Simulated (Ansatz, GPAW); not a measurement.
# A 2-layer slab of V(110): work function by functional and basis, part 2 of 2

How far do functional and basis move the work function of a 2-layer slab of V(110)?

GPAW 26.7.0 and Ansatz 0.2.0; Ansatz plane waves; slab in vacuum with a dipole correction, relaxation (the session's first sound run).

So far, upper work function (eV): step 2 (relaxing the atoms) 4.57.

### 3. Plane waves, PBE

With the geometry fixed, the planar mean of the potential gives the vacuum level on each side.

This step: GPAW, PAW setups; slab in vacuum (GPAW 26.7.0).

The input, run.py:

```python
import json
import numpy as np
from ase import Atoms
from gpaw import GPAW, PW

slab = Atoms(
    ['V', 'V'],
    positions=[
        [0.00000, 0.00000, 7.00000],
        [2.13546, 0.00000, 8.85045]],
    cell=[[2.13546, -1.51, 0.0], [2.13546, 1.51, 0.0], [0.0, 0.0, 16.13546]],
    pbc=[True, True, False])

slab.calc = GPAW(mode=PW(400), xc='PBE', kpts={'size': (13, 13, 1), 'gamma': True},
                 occupations={'name': 'fermi-dirac', 'width': 0.1}, nbands='140%',
                 convergence={'density': 1e-05}, maxiter=200,
                 poissonsolver={'dipolelayer': 'xy'},
                 symmetry={'tolerance': 1e-3}, txt='slab.txt')
result = {}
energy = slab.get_potential_energy()
fermi = slab.calc.get_fermi_level()
v = slab.calc.get_electrostatic_potential().mean((0, 1)) - fermi
n = slab.calc.get_pseudo_density().mean((0, 1))
L = slab.cell[2, 2]
z = np.arange(len(v)) * L / len(v)
low, high = slab.positions[:, 2].min(), slab.positions[:, 2].max()
below, above = np.interp([low - 4.8, high + 4.8], z, v)
slopes = [np.interp(x, z, np.gradient(v, z)) for x in (low - 4.8, high + 4.8)]
eps = np.array([[slab.calc.get_eigenvalues(k, s) for k in range(len(slab.calc.get_ibz_k_points()))]
                for s in range(slab.calc.get_number_of_spins())]) - fermi
top, bottom = eps[eps < 0].max(), eps[eps > 0].min()
dipole = slab.get_dipole_moment()[2]
print(f'energy {energy:.4f} eV, Fermi level {fermi:.4f} eV, dipole {dipole:.5f} e A')
print(f'potential 4.8 A off the faces, from the Fermi level: lower {below:.4f} eV, upper {above:.4f} eV')
print(f'slope of the potential there: lower {slopes[0]:.5f}, upper {slopes[1]:.5f} eV/A')
print(f'nearest levels on the mesh: {top:.4f} and {bottom:.4f} eV')
print('magnetic moment', round(slab.get_magnetic_moment(), 3))
result.update(energy=energy, fermi=fermi, dipole=dipole, below=below, above=above, slopes=slopes, edges=[top, bottom],
              z=z.tolist(), v=v.tolist(), n=n.tolist(), positions=slab.positions.tolist(),
              forces=slab.get_forces(apply_constraint=False).tolist(), moments=slab.get_magnetic_moments().tolist())
json.dump(result, open('result.json', 'w'))
```

Started as:

```console
$ OMP_NUM_THREADS=1 OPENBLAS_NUM_THREADS=2 python run.py
```

Output:

```text
energy -15.0274 eV, Fermi level -0.6601 eV, dipole 0.00001 e A
potential 4.8 A off the faces, from the Fermi level: lower 4.5653 eV, upper 4.5656 eV
slope of the potential there: lower -0.00174, upper 0.00180 eV/A
nearest levels on the mesh: -0.0167 and 0.0016 eV
magnetic moment 0.0
```

Wall time 76 s (2 threads of Arm Neoverse N1, shared host); peak memory 0.18 GiB.

Numbers from this step:

```
dipole along the normal                    : 6.72e-6 e·Å
levels nearest the Fermi level on the mesh : -0.01673, 0.001568 eV from the Fermi level
upper work function                        : 4.566 eV
lower work function                        : 4.565 eV
```

Table of electrostatic potential energy of an electron (without an applied field's), less the Fermi level, planar mean by z:

z (Å), electrostatic potential energy of an electron (without an applied field's), less the Fermi level, planar mean (eV) and a bar from the least value:
```
        0        4.6 ##############################
        1        4.6 ##############################
        2        4.6 ##############################
        3        4.6 ##############################
        4        4.5 ##############################
        5        4.0 #############################
        6       -0.5 ########################
        7      -19.9 
        8       -4.0 ####################
        9      -18.5 ##
       10        0.9 ##########################
       11        4.2 ##############################
       12        4.5 ##############################
       13        4.6 ##############################
       14        4.6 ##############################
       15        4.6 ##############################
       16        4.6 ##############################
```

Table of pseudo valence density, planar mean by z:

```tsv
z (Å)	pseudo valence density, planar mean (e/Å³)
0.00	0
0.43	0
0.86	0
1.29	2.7e-6
1.72	7.3e-6
2.15	2.1e-5
2.58	5.8e-5
3.01	1.6e-4
3.44	4.5e-4
3.87	0.00122
4.30	0.00329
4.73	0.00872
5.16	0.0221
5.59	0.0526
6.02	0.134
6.45	0.547
6.88	2.16
7.31	1.36
7.75	0.418
8.18	0.466
8.61	1.67
9.04	1.92
9.47	0.415
9.90	0.112
10.33	0.0458
10.76	0.0191
11.19	0.00746
11.62	0.00280
12.05	0.00104
12.48	3.8e-4
12.91	1.4e-4
13.34	4.9e-5
13.77	1.7e-5
14.20	6.2e-6
14.63	0
15.06	0
15.49	0
15.92	0
```

Force by atom:

```tsv
atom	x (eV/Å)	y (eV/Å)	z (eV/Å)	size
V1	0.000	0.000	-0.119	0.119
V2	0.000	0.000	0.119	0.119
```

The potential is flat to 0.002 eV/Å where it is read, so the vacuum is wide enough. The geometry is the other program's minimum; here the largest force on a free atom is 0.12 eV/Å.

### 4. Self-consistent run: xc = "revPBE"

The same geometry under revPBE, to see how far the functional moves the levels against the vacuum.

run.py, as its differences from that of step 3:

```diff
@@ -13,3 +13,3 @@
 
-slab.calc = GPAW(mode=PW(400), xc='PBE', kpts={'size': (13, 13, 1), 'gamma': True},
+slab.calc = GPAW(mode=PW(400), xc='revPBE', kpts={'size': (13, 13, 1), 'gamma': True},
                  occupations={'name': 'fermi-dirac', 'width': 0.1}, nbands='140%',
```

Output:

```text
energy -14.3308 eV, Fermi level -0.5620 eV, dipole 0.00001 e A
potential 4.8 A off the faces, from the Fermi level: lower 4.4586 eV, upper 4.4589 eV
slope of the potential there: lower -0.00187, upper 0.00194 eV/A
nearest levels on the mesh: -0.0225 and 0.0005 eV
magnetic moment 0.0
```

It took 77 s on 2 threads; peak memory 0.18 GiB.

Numbers from this step:

| Item | Value |
| --- | --- |
| dipole along the normal | 6.17e-6 e·Å |
| levels nearest the Fermi level on the mesh | -0.02254, 4.64e-4 eV from the Fermi level |
| upper work function | 4.459 eV |
| lower work function | 4.459 eV |

Table of electrostatic potential energy of an electron (without an applied field's), less the Fermi level, planar mean by z:

```tsv
z (Å)	electrostatic potential energy of an electron (without an applied field's), less the Fermi level, planar mean (eV)
0	4.46
1	4.46
2	4.46
3	4.45
4	4.41
5	3.91
6	-0.543
7	-20.0
8	-4.08
9	-18.6
10	0.836
11	4.07
12	4.42
13	4.46
14	4.46
15	4.46
16	4.46
```

The pseudo valence density, planar mean by z:

```tsv
z (Å)	pseudo valence density, planar mean (e/Å³)
0.00	0
0.43	0
0.86	0
1.29	2.9e-6
1.72	7.9e-6
2.15	2.2e-5
2.58	6.0e-5
3.01	1.6e-4
3.44	4.4e-4
3.87	0.00119
4.30	0.00322
4.73	0.00862
5.16	0.0221
5.59	0.0528
6.02	0.134
6.45	0.547
6.88	2.16
7.31	1.36
7.75	0.417
8.18	0.465
8.61	1.67
9.04	1.92
9.47	0.414
9.90	0.112
10.33	0.0460
10.76	0.0191
11.19	0.00735
11.62	0.00274
12.05	0.00101
12.48	3.8e-4
12.91	1.4e-4
13.34	5.1e-5
13.77	1.9e-5
14.20	6.7e-6
14.63	2.5e-6
15.06	0
15.49	0
15.92	0
```

Force by atom:

```tsv
atom	x (eV/Å)	y (eV/Å)	z (eV/Å)	size
V1	0.000	0.000	-0.326	0.326
V2	0.000	0.000	0.326	0.326
```

The upper face's work function is 4.459 eV, against 4.566 eV in the first plane-wave PBE run at this geometry.

### 5. Self-consistent run: xc = "vdW-DF2"

The same geometry under vdW-DF2, to see how far the functional moves the levels against the vacuum (the van der Waals functionals take revPBE setups).

run.py, as its differences from that of step 4:

```diff
@@ -13,3 +13,3 @@
 
-slab.calc = GPAW(mode=PW(400), xc='revPBE', kpts={'size': (13, 13, 1), 'gamma': True},
+slab.calc = GPAW(mode=PW(400), xc='vdW-DF2', kpts={'size': (13, 13, 1), 'gamma': True},
                  occupations={'name': 'fermi-dirac', 'width': 0.1}, nbands='140%',
```

Output:

```text
energy -100.2944 eV, Fermi level -0.7845 eV, dipole 0.00001 e A
potential 4.8 A off the faces, from the Fermi level: lower 4.7673 eV, upper 4.7675 eV
slope of the potential there: lower -0.00310, upper 0.00322 eV/A
nearest levels on the mesh: -0.0278 and 0.0036 eV
magnetic moment 0.0
```

It took 1.8 min on 2 threads; peak memory 0.26 GiB.

This step gave:

```yaml
dipole_along_the_normal: 1.16e-5 e·Å
levels_nearest_the_fermi_level_on_the_mesh: -0.02779, 0.003596 eV from the Fermi level
upper_work_function: 4.768 eV
lower_work_function: 4.767 eV
```

The upper face's work function is 4.768 eV, against 4.566 eV in the first plane-wave PBE run at this geometry.

### 6. OptPBE vdW: xc = "optPBE-vdW"

The same geometry under optPBE-vdW, to see how far the functional moves the levels against the vacuum (the van der Waals functionals take revPBE setups).

run.py, as its differences from that of step 5:

```diff
@@ -13,3 +13,3 @@
 
-slab.calc = GPAW(mode=PW(400), xc='vdW-DF2', kpts={'size': (13, 13, 1), 'gamma': True},
+slab.calc = GPAW(mode=PW(400), xc='optPBE-vdW', kpts={'size': (13, 13, 1), 'gamma': True},
                  occupations={'name': 'fermi-dirac', 'width': 0.1}, nbands='140%',
```

Output:

```text
energy -31.1523 eV, Fermi level -0.7521 eV, dipole 0.00001 e A
potential 4.8 A off the faces, from the Fermi level: lower 4.6999 eV, upper 4.7001 eV
slope of the potential there: lower -0.00305, upper 0.00312 eV/A
nearest levels on the mesh: -0.0049 and 0.0174 eV
magnetic moment 0.0
```

Wall time 94 s (2 threads); peak memory 0.26 GiB.

Numbers from this step:

```
dipole along the normal                    : 8.68e-6 e·Å
levels nearest the Fermi level on the mesh : -0.004854, 0.01736 eV from the Fermi level
upper work function                        : 4.700 eV
lower work function                        : 4.700 eV
```

Electrostatic potential energy of an electron (without an applied field's), less the Fermi level, planar mean against z:

```tsv
z (Å)	electrostatic potential energy of an electron (without an applied field's), less the Fermi level, planar mean (eV)
0.0	4.70
0.5	4.70
1.0	4.70
1.5	4.70
2.0	4.70
2.5	4.70
3.0	4.69
3.5	4.68
4.0	4.63
4.5	4.49
5.0	4.07
5.5	2.88
6.0	-0.449
6.5	-9.56
7.0	-19.8
7.5	-9.54
8.0	-4.05
8.5	-13.6
9.0	-18.4
9.5	-5.93
10.0	0.930
10.5	3.37
11.0	4.24
11.5	4.55
12.0	4.65
12.5	4.68
13.0	4.70
13.5	4.70
14.0	4.70
14.5	4.70
15.0	4.70
15.5	4.70
16.0	4.70
```

The upper face's work function is 4.700 eV, against 4.566 eV in the first plane-wave PBE run at this geometry.

### 7. Self-consistent run: xc = "RPBE"

The same geometry under RPBE, to see how far the functional moves the levels against the vacuum.

run.py, as its differences from that of step 6:

```diff
@@ -13,3 +13,3 @@
 
-slab.calc = GPAW(mode=PW(400), xc='optPBE-vdW', kpts={'size': (13, 13, 1), 'gamma': True},
+slab.calc = GPAW(mode=PW(400), xc='RPBE', kpts={'size': (13, 13, 1), 'gamma': True},
                  occupations={'name': 'fermi-dirac', 'width': 0.1}, nbands='140%',
```

Output:

```text
energy -14.1655 eV, Fermi level -0.5401 eV, dipole 0.00001 e A
potential 4.8 A off the faces, from the Fermi level: lower 4.4433 eV, upper 4.4435 eV
slope of the potential there: lower -0.00200, upper 0.00206 eV/A
nearest levels on the mesh: -0.0215 and 0.0003 eV
magnetic moment 0.0
```

It took 75 s on 2 threads; peak memory 0.18 GiB.

This step gave:

```
dipole along the normal                    : 8.46e-6 e·Å
levels nearest the Fermi level on the mesh : -0.02155, 2.53e-4 eV from the Fermi level
upper work function                        : 4.444 eV
lower work function                        : 4.443 eV
```

The upper face's work function is 4.444 eV, against 4.566 eV in the first plane-wave PBE run at this geometry.

### 8. Real-space grid: mode = "fd"

A real-space grid is a second complete basis, so it checks the plane-wave result.

run.py, as its differences from that of step 7:

```diff
@@ -3,3 +3,3 @@
 from ase import Atoms
-from gpaw import GPAW, PW
+from gpaw import GPAW
 
@@ -13,3 +13,3 @@
 
-slab.calc = GPAW(mode=PW(400), xc='RPBE', kpts={'size': (13, 13, 1), 'gamma': True},
+slab.calc = GPAW(mode='fd', h=0.18, xc='PBE', kpts={'size': (13, 13, 1), 'gamma': True},
                  occupations={'name': 'fermi-dirac', 'width': 0.1}, nbands='140%',
```

Output:

```text
energy -15.1185 eV, Fermi level -4.5646 eV, dipole -0.00001 e A
potential 4.8 A off the faces, from the Fermi level: lower 4.5638 eV, upper 4.5640 eV
slope of the potential there: lower -0.00166, upper 0.00171 eV/A
nearest levels on the mesh: -0.0171 and 0.0016 eV
magnetic moment 0.0
```

Wall time 3.9 min (2 threads); peak memory 0.41 GiB.

This step gave:

- dipole along the normal: -9.62e-6 e·Å
- levels nearest the Fermi level on the mesh: -0.01706, 0.001581 eV from the Fermi level
- upper work function: 4.564 eV
- lower work function: 4.564 eV

The upper face's work function is 4.564 eV, against 4.566 eV in the first plane-wave PBE run at this geometry.

### 9. Atomic orbitals: mode = "lcao"

Atom-centred orbitals end a few angstrom from the surface, which tests how much the density's tail matters.

run.py, as its differences from that of step 8:

```diff
@@ -13,4 +13,4 @@
 
-slab.calc = GPAW(mode='fd', h=0.18, xc='PBE', kpts={'size': (13, 13, 1), 'gamma': True},
-                 occupations={'name': 'fermi-dirac', 'width': 0.1}, nbands='140%',
+slab.calc = GPAW(mode='lcao', basis='dzp', h=0.18, xc='PBE', kpts={'size': (13, 13, 1), 'gamma': True},
+                 occupations={'name': 'fermi-dirac', 'width': 0.1}, nbands='120%',
                  convergence={'density': 1e-05}, maxiter=200,
```

Output:

```text
energy -14.4522 eV, Fermi level -4.5451 eV, dipole -0.00000 e A
potential 4.8 A off the faces, from the Fermi level: lower 4.5449 eV, upper 4.5450 eV
slope of the potential there: lower -0.00066, upper 0.00067 eV/A
nearest levels on the mesh: -0.0012 and 0.0207 eV
magnetic moment 0.0
```

Wall time 12 min (2 threads); peak memory 0.21 GiB.

This step gave:

```yaml
dipole_along_the_normal: -2.07e-6 e·Å
levels_nearest_the_fermi_level_on_the_mesh: -0.001239, 0.02070 eV from the Fermi level
upper_work_function: 4.545 eV
lower_work_function: 4.545 eV
```

The upper face's work function is 4.545 eV, against 4.566 eV in the first plane-wave PBE run at this geometry.

### 10. All levels side by side

Times are for 2 threads of Arm Neoverse N1, shared host. Results by setting:

```tsv
no.	run	upper work function (eV)	lower work function (eV)	time	memory (GiB)
1	pw	4.566	4.565	76 s	0.18
2	revPBE	4.459	4.459	77 s	0.18
3	vdW DF2	4.768	4.767	1.8 min	0.26
4	optPBE vdW	4.700	4.700	94 s	0.26
5	RPBE	4.444	4.443	75 s	0.18
6	fd	4.564	4.564	3.9 min	0.41
7	lcao	4.545	4.545	12 min	0.21
```

### 11. Side by side

Results and costs are gathered.

This step: comparison of work functions, dipole and cost (GPAW 26.7.0).

Ladder, by row:

```tsv
step	code	work function, upper (eV)	work function, lower (eV)	dipole (e Å)	wall time (s)	peak memory (GiB)	threads
pw	GPAW	4.566	4.565	6.72e-6	76.02	0.18	2
revPBE	GPAW	4.459	4.459	6.17e-6	76.59	0.18	2
vdW-DF2	GPAW	4.768	4.767	1.16e-5	106.4	0.26	2
optPBE-vdW	GPAW	4.7	4.7	8.68e-6	93.78	0.26	2
RPBE	GPAW	4.444	4.443	8.46e-6	74.64	0.18	2
fd	GPAW	4.564	4.564	-9.62e-6	234.6	0.41	2
lcao	GPAW	4.545	4.545	-2.07e-6	690.8	0.21	2
```

### 12. A changed run

One more run, with changed settings.

This step: GPAW, PAW setups; slab in vacuum (GPAW 26.7.0).

run.py, as its differences from that of step 9:

```diff
@@ -3,3 +3,3 @@
 from ase import Atoms
-from gpaw import GPAW
+from gpaw import GPAW, PW
 
@@ -13,5 +13,5 @@
 
-slab.calc = GPAW(mode='lcao', basis='dzp', h=0.18, xc='PBE', kpts={'size': (13, 13, 1), 'gamma': True},
-                 occupations={'name': 'fermi-dirac', 'width': 0.1}, nbands='120%',
-                 convergence={'density': 1e-05}, maxiter=200,
+slab.calc = GPAW(mode=PW(400), xc='PBE', kpts={'size': (13, 13, 1), 'gamma': True},
+                 occupations={'name': 'fermi-dirac', 'width': 1.0}, nbands='140%',
+                 convergence={'density': 1e-05}, maxiter=100,
                  poissonsolver={'dipolelayer': 'xy'},
```

Output:

```text
energy -15.5277 eV, Fermi level -0.6977 eV, dipole -0.00002 e A
potential 4.8 A off the faces, from the Fermi level: lower 4.7235 eV, upper 4.7246 eV
slope of the potential there: lower -0.00294, upper 0.00303 eV/A
nearest levels on the mesh: -0.0048 and 0.0331 eV
magnetic moment 0.0
```

Run time: 2.9 min. Hardware: 2 threads; peak memory 0.18 GiB.

The run finished. A setting was moved off its sound value on purpose, so it serves as a test and not as the result.

The fault put into the input: a smearing of electronvolts (width = 1.0).

Side by side:

```tsv
quantity	this run	sound run	difference
upper work function (eV)	4.7246	4.5656	0.159
lower work function (eV)	4.7235	4.5653	0.158
```

The two runs differ clearly in the upper work function: 4.72 eV against 4.57 eV.

### 13. Summary of results

```yaml
work_function_both_faces: 4.57 eV
dipole_along_the_normal: 6.7e-6 e Å, near the numerical noise
```

What this shows: With plane waves and PBE the work function is 4.57 eV on the upper face and 4.57 eV on the lower. Over the sound runs of the table the upper face's work function spans 4.444 (RPBE) to 4.768 eV (vdW-DF2). The runs had no spin polarisation, so a magnetic state, which thin layers of d-metal atoms can have, wasn't tested. The slab is only 1.9 Å thick between its outer nuclei, so the values belong to this film more than to the surface of the bulk metal. The in-plane lattice was kept as typed, which isn't the functional's own and leaves some strain; spin-orbit coupling and temperature are left out.

[Logs are printed without paths, hosts, clocks, repeated set-up lines and the standing remarks that a program may print on its own settings, such as how far it seeks lower states.]

[Hosts, paths, dates, database ids (printed as entryN), source tags and the programs' standing remarks are cut or masked in the printed files.]
